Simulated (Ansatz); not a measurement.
# InPt3C (Pm-3m): following an unstable mode

Which phase does InPt3C (Pm-3m) fall into along its unstable mode, and how much energy does it gain?

Calculated with Ansatz 0.2.0; DFT PBEsol, scalar-relativistic, plane waves, PAW; PAW set soft_1.

## Step 1: The structure

The structure is cubic, space group Pm-3m (No. 221). Conventional cell: a = 4.198 Å, b = 4.198 Å, c = 4.198 Å, α = 90.00°, β = 90.00°, γ = 90.00°. Nearest to In lie 12 Pt at 2.97 Å. Nearest to Pt lie 2 C at 2.10 Å and 8 Pt at 2.97 Å and 4 In at 2.97 Å. Nearest to C lie 6 Pt at 2.10 Å. Farther neighbours are not listed.

## Step 2: Phonons on a q mesh

The cell comes from relaxations at this level that are not shown. Stability and thermal properties need the whole zone. Linear response on a 4×4×4 q mesh gives force constants as far as a supercell of that size would.

input.yaml reads:

```yaml
crystal:
  lattice:
    - [4.1977651068, 0.0, 0.0]
    - [0.0, 4.1977651068, 0.0]
    - [0.0, 0.0, 4.1977651068]
  atoms:
    - { symbol: In, position: [0.0, 0.0, 0.0] }
    - { symbol: Pt, position: [0.5, 0.0, 0.5] }
    - { symbol: Pt, position: [0.5, 0.5, 0.0] }
    - { symbol: Pt, position: [0.0, 0.5, 0.5] }
    - { symbol: C, position: [0.5, 0.5, 0.5] }
kpoints:
  mp_grid: { grid: [8, 8, 8] }
hamiltonian:
  xc: pbesol
  pseudopotentials: { kind: paw, azcp: { folder: soft_1 }, xc_functional: pbe }
scf:
  occupations: { method: methfessel_paxton, width: 0.2 }
output:
  eigenvalues: true
phonons:
  method: dfpt
  qmesh: [4, 4, 4]
  temperatures: { t_max: 1000, t_step: 50 }
  qpath:
    path:
      - [[0.0, 0.0, 0.0], [0.0, 0.5, 0.0], [0.5, 0.5, 0.0], [0.0, 0.0, 0.0], [0.5, 0.5, 0.5], [0.0, 0.5, 0.0]]
      - [[0.5, 0.5, 0.5], [0.5, 0.5, 0.0]]
    npoints: 10
```

Launch:

```bash
$ ansatz run input.yaml --threads 4 --pin off --max-ram 10240MiB --backend cpu --events-out ev --progress --plain --runs-dir out
```

Numbers of over 12 decimals in the logs are rounded to 6 here.

What it wrote:

```text
Engine: ansatz 0.2.0, aarch64-unknown-linux-gnu
Pseudopotentials: kind: paw
Pseudopotential: In, paw, valence charge 13, recommended cutoff 420 eV (normal), soft_1/In.paw.azcp
Pseudopotential: Pt, paw, valence charge 18, recommended cutoff 420 eV (normal), soft_1/Pt.paw.azcp
Pseudopotential: C, paw, valence charge 4, recommended cutoff 420 eV (normal), soft_1/C.paw.azcp
Functional definition: PBEsol
  exchange = pbesol_x
  correlation = pbesol_c
Crystal: 5 atoms, lattice volume = 73.970 Å³
Basis set: ecut = 420 eV, 1419 PW (Γ), exchange–correlation on 60×60×60 points (8 copies of the dense FFT grid, shifted against one another)
Bands: 43, of which v1, the nominal top of the filled ones, is band 36 counted from 1 (35 counted from 0)
Symmetry: 48 space group operations
k-points: 35 of 512
Non-local potential: In, projectors of the file, l = 0: 2, l = 1: 2, l = 2: 2, l = 3: 1
Non-local potential: Pt, projectors of the file, l = 0: 3, l = 1: 2, l = 2: 2, l = 3: 1
Non-local potential: C, projectors of the file, l = 0: 2, l = 1: 2, l = 2: 1
PAW form: soft (Blöchl's): semilocal exchange-correlation on the pseudo side does not see the compensation charge
PAW frozen core: In, regenerated for the run's functional, and the local potential with it (the file was generated under x = pbe(κ = 0.804, μ = 0.219515), c = pbe(β = 0.066725))
PAW frozen core: Pt, regenerated for the run's functional, and the local potential with it (the file was generated under x = pbe(κ = 0.804, μ = 0.219515), c = pbe(β = 0.066725))
PAW frozen core: C, regenerated for the run's functional, and the local potential with it (the file was generated under x = pbe(κ = 0.804, μ = 0.219515), c = pbe(β = 0.066725))
PAW one-centre angular grid: In, 590 points (default); XC on 64 Gauss nodes
PAW one-centre angular grid: Pt, 590 points (default); XC on 64 Gauss nodes
PAW one-centre angular grid: C, 110 points (default); XC on 64 Gauss nodes
Initial density: superposition of atomic densities (chi_scale 0.1, normalization cell, long waves kept (reshape's long-wave potential 0.00 eV rms))
Initial wavefunctions: pseudopotential atomic-orbital guess
Functional: x = pbesol(κ = 0.804, μ = 0.123457), c = pbesol(β = 0.046)
SCF iter   1: F=—  HF=-42929.761806 eV  |F-HF|=—  |Δ(HF+E_count)|=         —  Δρ=1.08e-1  dr2=1.09e1  ethr=3.10e-3  ⟨swp⟩=5.4  Hψ=4929  notcnv=0
preconditioner: auto → Kerker (q_TF=auto, 2.710 Å⁻¹)  [metal: Δε(μ)=0.018 eV  Ē_g=10.855 eV  σ=0.200 eV  W_gap=0.08  n_scr=26 (ndim 8)  ℏωp=29.6 eV  f_vac=0.000  D(μ)=4.41/eV (n_scr^D=32)]
SCF iter   2: F=—  HF=-42927.848475 eV  |F-HF|=—  |Δ(HF+E_count)|=    1.91e0  S|Δr|=    0.00e0  Δρ=5.39e-2  dr2=2.79e0  ethr=3.10e-3  ⟨swp⟩=2.0  Hψ=2429  notcnv=0  defer=54
SCF iter   3: F=—  HF=-42927.175859 eV  |F-HF|=—  |Δ(HF+E_count)|=   6.73e-1  S|Δr|=    0.00e0  Δρ=8.50e-3  dr2=7.30e-2  ethr=3.10e-3  ⟨swp⟩=2.0  Hψ=2279  notcnv=0  defer=54
SCF iter   4: F=—  HF=-42927.159162 eV  |F-HF|=—  |Δ(HF+E_count)|=   1.67e-2  S|Δr|=    0.00e0  Δρ=1.85e-3  dr2=3.59e-3  ethr=1.03e-4  ⟨swp⟩=1.1  Hψ=1809  notcnv=0  defer=54
SCF iter   5: F=—  HF=-42927.158285 eV  |F-HF|=—  |Δ(HF+E_count)|=   8.78e-4  S|Δr|=    0.00e0  Δρ=5.76e-4  dr2=6.57e-4  ethr=5.05e-6  ⟨swp⟩=2.0  Hψ=1859  notcnv=0  defer=54
SCF iter   6: F=—  HF=-42927.158097 eV  |F-HF|=—  |Δ(HF+E_count)|=   1.87e-4  S|Δr|=    0.00e0  Δρ=1.83e-4  dr2=5.03e-5  ethr=9.26e-7  ⟨swp⟩=2.0  Hψ=2041  notcnv=0  defer=54
SCF iter   7: F=—  HF=-42927.158078 eV  |F-HF|=—  |Δ(HF+E_count)|=   1.99e-5  S|Δr|=    0.00e0  Δρ=4.23e-5  dr2=1.34e-6  ethr=7.09e-8  ⟨swp⟩=2.0  Hψ=1894  notcnv=0  defer=54
SCF iter   8: F=—  HF=-42927.158076 eV  |F-HF|=—  |Δ(HF+E_count)|=   1.97e-6  S|Δr|=    0.00e0  Δρ=5.98e-6  dr2=1.58e-8  ethr=1.89e-9  ⟨swp⟩=2.0  Hψ=2168  notcnv=0  defer=54
SCF iter   9: F=—  HF=-42927.158076 eV  |F-HF|=—  |Δ(HF+E_count)|=   5.77e-9  S|Δr|=    0.00e0  Δρ=1.15e-6  dr2=8.94e-10  ethr=2.22e-11  ⟨swp⟩=2.1  Hψ=1978  notcnv=0  defer=54
SCF iter  10: F=—  HF=-42927.158076 eV  |F-HF|=—  |Δ(HF+E_count)|=  2.18e-11  S|Δr|=    0.00e0  Δρ=2.58e-7  dr2=5.47e-11  ethr=1.26e-12  ⟨swp⟩=2.1  Hψ=2098  notcnv=0  defer=54
SCF iter  11: F=-42927.158076 eV  HF=-42927.158076 eV  |F-HF|=0.00e0  |Δ(HF+E_count)|=  7.28e-12  S|Δr|=    0.00e0  Δρ=6.84e-8  dr2=3.71e-12  ethr=1.00e-12  ⟨swp⟩=10.2  Hψ=6964  notcnv=0
SCF 1 converged in 11 iterations: F = -42927.158076 eV  dr2 = 3.71e-12
  greatest PAW one-centre occupation: 1.000 electrons in one spin orbital (limit 2), on the Pt atom at site 3 (counted from 0), in its partial waves of l = 0
phonons: the bands overlap, so this run is a metal and interpolates without the dipole-dipole term. If the crystal is really an insulator or semiconductor, its LO-TO splitting is missing
NSCF: frozen V_eff on 35 k-points
NSCF: frozen V_eff on 125 k-points
DFPT response loops at q = (0, 0, 0) (fractional): preconditioner auto → Kerker (q_TF=auto, 2.710 Å⁻¹) (partly filled bands, converged f_vac=0.000); β = 1.00, the filter's whole step (`scf.mixing.beta` (0.50) is not read by the response loops under this deck's `scf.mixing.preconditioner`; to damp them name `kerker` or `kerker_dos`, under which they read `scf.mixing.beta`, and type it under 1.00, their step now; both keys bind the ground state too); Broyden in place of MSR1
NSCF: frozen V_eff on 400 k-points
DFPT response loops at q = (0, 0, 0.25) (fractional): mixed as the last ones told, above
NSCF: frozen V_eff on 250 k-points
DFPT response loops at q = (0, 0, -0.5) (fractional): mixed as the last ones told, above
NSCF: frozen V_eff on 640 k-points
DFPT response loops at q = (0, 0.25, 0.25) (fractional): mixed as the last ones told, above
NSCF: frozen V_eff on 400 k-points
DFPT response loops at q = (0, 0.25, -0.5) (fractional): mixed as the last ones told, above
NSCF: frozen V_eff on 250 k-points
DFPT response loops at q = (0, -0.5, -0.5) (fractional): mixed as the last ones told, above
NSCF: frozen V_eff on 1024 k-points
DFPT response loops at q = (0.25, 0.25, 0.25) (fractional): mixed as the last ones told, above
NSCF: frozen V_eff on 640 k-points
DFPT response loops at q = (0.25, 0.25, -0.5) (fractional): mixed as the last ones told, above
NSCF: frozen V_eff on 400 k-points
DFPT response loops at q = (0.25, -0.5, -0.5) (fractional): mixed as the last ones told, above
NSCF: frozen V_eff on 250 k-points
DFPT response loops at q = (-0.5, -0.5, -0.5) (fractional): mixed as the last ones told, above
SCF converged after 11 iterations
Stability not checked: this state was not tested for a lower state beside it, because cold or Methfessel-Paxton smearing, or corrected tetrahedra, fill the levels in a way that the test cannot read (fill_not_monotonic; see scf.lower_state_search)
Free energy (F): -42927.158076 eV
Harris-Foulkes:  -42927.158076 eV  (|F-HF|=0.00e0)
Internal energy: -42927.154234 eV  (E = F + TS)
E sigma→0 (E₀):  -42927.157115 eV
Entropy (-TS):   -0.003842 eV (-0.768 meV/atom)
Fermi energy:    19.389274 eV
--- Per-component energies (eV) ---
  E_band       = -492.423669
  E_kinetic    = 2101.226123
  E_local      = -5958.934481  (includes V_loc(G=0)·N_el)
  E_nonlocal   = 975.511747
  E_hartree    = 2298.666885
  E_xc         = -881.050671
  E_vxc        = -959.870161  (∫ρ·V_xc dr)
  E_paw        = -32274.095445  (= ΣΔE_a)
  E_vpaw       = -1247.694090  (= ΣTr[D̂ρ^β])
  E_aug_tail   = 0.003389  (compensation charges beyond the density's cutoff)
  E_ewald      = -9189.599877
  E_core_change = 1.118098  (= ΣΔE_core)
  E_smearing   = -0.003842  (= −TS)
  E_closure    = 0.000000  (closes the sum)
  Σ components = -42927.158076   (vs F -42927.158076, Δ=0.00e0)
--- Band table (eV; the first three rows and the last of 35) ---
  k-point 0: bands = [... 32 lower, 18.4441, 18.4881, 18.4881, 18.4881, 20.8760, 20.8760, 20.8760, 21.9186, ... 3 higher]
  k-point 1: bands = [... 32 lower, 18.3130, 18.4885, 18.5831, 18.5831, 20.4610, 21.1689, 21.1689, 22.3274, ... 3 higher]
  k-point 2: bands = [... 32 lower, 17.9367, 18.4893, 18.8181, 18.8181, 20.4525, 21.9359, 21.9359, 22.4293, ... 3 higher]
  k-point 34: bands = [... 32 lower, 17.1643, 18.2777, 18.2777, 18.2777, 20.4597, 20.4597, 20.4597, 20.6301, ... 3 higher]
--- Phonons (Γ-DFPT): 4 representative perturbations + reference (Σ response iterations 15) ---
  ASR residual: 6.185e-5 → 0.000e0 eV/Å²; symmetrization residual: 3.530e-6 eV/Å²
  ASR residual per site (eV/Å²): 1.55e-5 6.18e-5 6.18e-5 6.18e-5 1.11e-5
  Γ frequencies (cm⁻¹): -65.64 -65.64 -65.64 0.00 0.00 0.00 17.64 17.64 17.64 95.69 95.69 95.69 371.11 371.11 371.11
--- Phonons (arbitrary-q DFPT): 10 irreducible q on the 4×4×4 mesh ---
  q = [0.0000, 0.0000, 0.0000] (star 1, of the zone-centre solve; hermiticity 6.09e-7, symmetrization 9.62e-12): -65.64 -65.64 -65.64 -0.00 0.00 0.00 17.64 17.64 17.64 95.69 95.69 95.69 371.11 371.11 371.11
  q = [0.0000, 0.0000, 0.2500] (star 6, 9 solved perturbations in 1560 linear systems a pass and spin channel, the states on 200 of 512 k-point pairs; hermiticity 8.04e-7, symmetrization 1.06e-12): -68.33 -65.03 -65.03 -29.06 -29.06 9.93 35.10 35.10 95.10 95.10 101.06 110.15 366.22 366.22 522.92
  q = [0.0000, 0.0000, -0.5000] (star 3, 9 solved perturbations in 975 linear systems a pass and spin channel, the states on 125 of 512 k-point pairs; hermiticity 3.72e-7, symmetrization 1.51e-12): -71.03 -69.71 -69.71 -32.10 -32.10 27.06 43.42 43.42 95.54 95.54 112.23 129.00 354.60 354.60 627.74
  q = [0.0000, 0.2500, 0.2500] (star 12, 9 solved perturbations in 2460 linear systems a pass and spin channel, the states on 320 of 512 k-point pairs; hermiticity 5.28e-7, symmetrization 1.56e-13): -83.94 -72.86 -67.04 -53.11 -41.37 -40.34 38.16 83.60 95.15 101.56 105.00 130.00 358.54 510.97 525.99
  q = [0.0000, 0.2500, -0.5000] (star 12, 15 solved perturbations on 200 of 512 k-point pairs; hermiticity 4.50e-7, symmetrization 2.90e-13): -85.27 -83.81 -80.27 -65.78 -40.89 -33.84 41.67 83.33 96.22 102.80 111.35 149.49 357.00 514.60 623.20
  q = [0.0000, -0.5000, -0.5000] (star 3, 9 solved perturbations in 975 linear systems a pass and spin channel, the states on 125 of 512 k-point pairs; hermiticity 6.11e-7, symmetrization 2.39e-13): -99.83 -99.83 -91.09 -91.09 -53.17 39.75 46.73 83.19 96.87 106.54 106.54 165.76 366.12 623.45 623.45
  q = [0.2500, 0.2500, 0.2500] (star 8, 4 solved perturbations in 1376 linear systems a pass and spin channel, the states on 512 of 512 k-point pairs; hermiticity 2.91e-7, symmetrization 2.12e-12): -89.40 -74.27 -73.59 -73.59 -53.26 -53.26 81.10 81.10 101.57 101.57 105.28 150.00 504.30 526.08 526.08
  q = [0.2500, 0.2500, -0.5000] (star 12, 9 solved perturbations in 2460 linear systems a pass and spin channel, the states on 320 of 512 k-point pairs; hermiticity 2.57e-7, symmetrization 1.03e-12): -82.91 -80.71 -79.37 -77.31 -62.72 -43.10 81.02 83.25 102.28 102.96 107.84 168.51 514.69 526.93 620.55
  q = [0.2500, -0.5000, -0.5000] (star 6, 9 solved perturbations in 1560 linear systems a pass and spin channel, the states on 200 of 512 k-point pairs; hermiticity 2.24e-7, symmetrization 2.93e-13): -82.15 -82.15 -74.05 -74.05 -60.64 -41.68 75.56 83.51 102.91 106.71 106.71 184.37 523.86 618.90 618.90
  q = [-0.5000, -0.5000, -0.5000] (star 1, 4 solved perturbations in 350 linear systems a pass and spin channel, the states on 125 of 512 k-point pairs; hermiticity 7.88e-8, symmetrization 4.46e-12): -64.27 -64.27 -64.27 -21.35 -21.35 -21.35 81.21 81.21 107.16 107.16 107.16 201.04 617.23 617.23 617.23
  sum rule: each row above includes the acoustic sum rule's correction from the zone centre's row sums; it moved no ω² by more than (0.50 cm⁻¹)²
  mesh force constants: q→R imaginary residual 7.59e-19; ASR residual 6.185e-5 → 0.000e0 eV/Å²; symmetrization residual 1.421e-14 eV/Å²
  interpolated dispersion: 62 rows × 15 modes
  density of states and harmonic sums: on the 16×16×16 q-mesh, interpolated from the force constants of a 4×4×4 supercell (no non-analytic term)
  largest difference from the sums on the solved wave vectors: F 3.84e-2 eV, S 4.52e-5 and C_V 8.81e-6 eV/K
  zero-point energy: 0.130859 eV/cell   skipped modes (ω ≤ 0): 960, of them read as no rigid motion or as one in doubt: 957 (5.890e0 modes/cell left out, lowest -99.83 cm⁻¹)   left out of the sums: 3.93e-1 of the cell's modes: C_V's classical limit lies that fraction below 3 k_B per atom; for a crystal, a wire or a layer, F and S can be off by more, and a phonons.interpolated_qmesh denser along its periods is the remedy for the sampling
```

Elapsed: 26 min, on 4 threads of Arm Neoverse V1, shared host; peak memory 3.7 GiB.

This step gave:

- volume per atom: 14.79 Å³
- gap on the k-mesh: 0 eV
- sum-rule residual before enforcement: 6.18e-5 eV/Å²
- lowest frequency on the path: -99.83 cm⁻¹
- point group: m-3m
- highest frequency on the path or at a solved wavevector: 627.7 cm⁻¹
- highest optical mode at the zone centre (no LO-TO term): 371.1 cm⁻¹
- lowest optical zone-centre mode: -65.64 cm⁻¹
- lowest mode on the q mesh (acoustic modes at Γ apart): -99.83 cm⁻¹

Frequencies (cm⁻¹) solved at each irreducible wavevector; negative means imaginary. Frequencies by wavevector, by row:

| q in reciprocal lattice units | star | mode 1 | mode 2 | mode 3 | mode 4 | mode 13 | mode 14 | mode 15 |
| --- | --- | --- | --- | --- | --- | --- | --- | --- |
| 0 0 0 | 1 | -65.6 | -65.6 | -65.6 | 0 | 371.1 | 371.1 | 371.1 |
| 0 0 0.25 | 6 | -68.3 | -65 | -65 | -29.1 | 366.2 | 366.2 | 522.9 |
| 0 0 -0.5 | 3 | -71 | -69.7 | -69.7 | -32.1 | 354.6 | 354.6 | 627.7 |
| 0 0.25 0.25 | 12 | -83.9 | -72.9 | -67 | -53.1 | 358.5 | 511 | 526 |
| 0 0.25 -0.5 | 12 | -85.3 | -83.8 | -80.3 | -65.8 | 357 | 514.6 | 623.2 |
| 0 -0.5 -0.5 | 3 | -99.8 | -99.8 | -91.1 | -91.1 | 366.1 | 623.5 | 623.5 |
| 0.25 0.25 0.25 | 8 | -89.4 | -74.3 | -73.6 | -73.6 | 504.3 | 526.1 | 526.1 |
| 0.25 0.25 -0.5 | 12 | -82.9 | -80.7 | -79.4 | -77.3 | 514.7 | 526.9 | 620.5 |
| 0.25 -0.5 -0.5 | 6 | -82.2 | -82.2 | -74 | -74 | 523.9 | 618.9 | 618.9 |
| -0.5 -0.5 -0.5 | 1 | -64.3 | -64.3 | -64.3 | -21.4 | 617.2 | 617.2 | 617.2 |

Interpolated from a 4×4×4 q mesh. Phonon branches along the path, in cm⁻¹:

| point | branch 1 | branch 2 | branch 3 | branch 4 | branch 12 | branch 13 | branch 14 | branch 15 |
| --- | --- | --- | --- | --- | --- | --- | --- | --- |
| Γ | -66 | -66 | -66 | 0 | 96 | 371 | 371 | 371 |
| halfway | -68 | -65 | -65 | -29 | 110 | 366 | 366 | 523 |
| X | -71 | -70 | -70 | -32 | 129 | 355 | 355 | 628 |
| halfway | -85 | -84 | -80 | -66 | 150 | 357 | 515 | 623 |
| M | -100 | -100 | -91 | -91 | 166 | 366 | 624 | 624 |
| halfway | -84 | -73 | -67 | -53 | 130 | 358 | 511 | 526 |
| Γ | -66 | -66 | -66 | 0 | 96 | 371 | 371 | 371 |
| halfway | -89 | -74 | -74 | -74 | 150 | 504 | 526 | 526 |
| R | -64 | -64 | -64 | -21 | 201 | 617 | 617 | 617 |
| halfway | -83 | -81 | -79 | -77 | 168 | 515 | 527 | 620 |
| X | -71 | -70 | -70 | -32 | 129 | 355 | 355 | 628 |
| jump to R | -64 | -64 | -64 | -21 | 201 | 617 | 617 | 617 |
| halfway | -82 | -82 | -74 | -74 | 184 | 524 | 619 | 619 |
| M | -100 | -100 | -91 | -91 | 166 | 366 | 624 | 624 |

Symmetry leaves 10 wavevectors to solve. The lowest mode among them, the acoustic zeros apart, lies at q = (0, -0.5, -0.5) and is imaginary, 99.8i cm⁻¹, so the energy falls along it.

## Step 3: The mode frozen in, largest atomic shift 0 Å

The mode followed lies at q = (0, -0.5, -0.5) with frequency 99.8i cm⁻¹ and is 2-fold degenerate, the softest among the wavevectors solved. At small amplitude the distorted cell has space group no. 53 by a symmetry search on the positions. The undistorted cell that holds it gives the zero of energy on the same k mesh.

System of this step: InPt3C. It takes space group Pm-3m (No. 221, cubic). Conventional cell: a = 4.198 Å, b = 4.198 Å, c = 4.198 Å, α = 90.00°, β = 90.00°, γ = 90.00°. Nearest to In lie 12 Pt at 2.97 Å. Pt has 2 C at 2.10 Å and 8 Pt at 2.97 Å and 4 In at 2.97 Å nearest. Nearest to Pt lie 2 C at 2.10 Å and 4 In at 2.97 Å and 8 Pt at 2.97 Å. Nearest to C lie 6 Pt at 2.10 Å. Farther neighbours are not listed.

input.yaml reads:

```yaml
crystal:
  lattice:
    - [-4.1977651068, 0.0, 0.0]
    - [0.0, -4.1977651068, -4.1977651068]
    - [0.0, -4.1977651068, 4.1977651068]
  atoms:
    - { symbol: In, position: [0.0, 0.5, 0.5] }
    - { symbol: In, position: [0.0, 1.0, 1.0] }
    - { symbol: Pt, position: [0.5, 0.75, 0.25] }
    - { symbol: Pt, position: [0.5, 0.25, 0.75] }
    - { symbol: Pt, position: [0.5, 0.75, 0.75] }
    - { symbol: Pt, position: [0.5, 0.25, 0.25] }
    - { symbol: Pt, position: [1.0, 0.0, 0.5] }
    - { symbol: Pt, position: [1.0, 0.5, 0.0] }
    - { symbol: C, position: [0.5, 0.0, 0.5] }
    - { symbol: C, position: [0.5, 0.5, 0.0] }
kpoints:
  mp_grid: { grid: [8, 6, 6] }
hamiltonian:
  xc: pbesol
  pseudopotentials: { kind: paw, azcp: { folder: soft_1 }, xc_functional: pbe }
scf:
  occupations: { method: methfessel_paxton, width: 0.2 }
output:
  forces: true
  stress: true
  eigenvalues: true
```

What it wrote:

```text
[...]
Crystal: 10 atoms, lattice volume = 147.940 Å³
Basis set: ecut = 420 eV, 2871 PW (Γ), exchange–correlation on 60×80×80 points (8 copies of the dense FFT grid, shifted against one another)
Bands: 86, of which v1, the nominal top of the filled ones, is band 71 counted from 1 (70 counted from 0)
Symmetry: 32 space group operations
[...]
k-points: 50 of 288
[...]
k-point 0: bands = [... 67 lower, 18.4917, 18.4932, 18.4932, 18.9597, 18.9597, 20.3915, 20.8751, 20.8751, ... 11 higher]
  k-point 1: bands = [... 67 lower, 18.4181, 18.6199, 18.6516, 18.9705, 19.1565, 20.2856, 20.4061, 21.0910, ... 11 higher]
  k-point 2: bands = [... 67 lower, 18.2013, 18.8851, 18.9932, 19.0558, 19.4971, 19.9562, 19.9859, 21.7992, ... 11 higher]
  k-point 49: bands = [... 67 lower, 17.9091, 18.9592, 18.9592, 18.9614, 18.9614, 20.3906, 20.3906, 21.6045, ... 11 higher]
[key lines of the parts left out:]
SCF converged after 9 iterations
Free energy (F): -85854.312530 eV
Fermi energy:    19.415070 eV
P = ⅓ Tr σ = -0.0087 GPa (-0.087 kbar)
```

The job ended after 12 s (4 threads; peak memory 0.84 GiB).

Numbers from this step:

* pressure: -0.008717 GPa
* energy from the undistorted cell: 0 meV/atom

The run ends at a pressure of -0.01 GPa.

[end of part 1 of 3]

[Logs are printed without paths, hosts, clocks, repeated set-up lines and the standing remarks that a program may print on its own settings, such as how far it seeks lower states.]

[Hosts, paths, dates, database ids (printed as entryN), source tags and the programs' standing remarks are cut or masked in the printed files.]
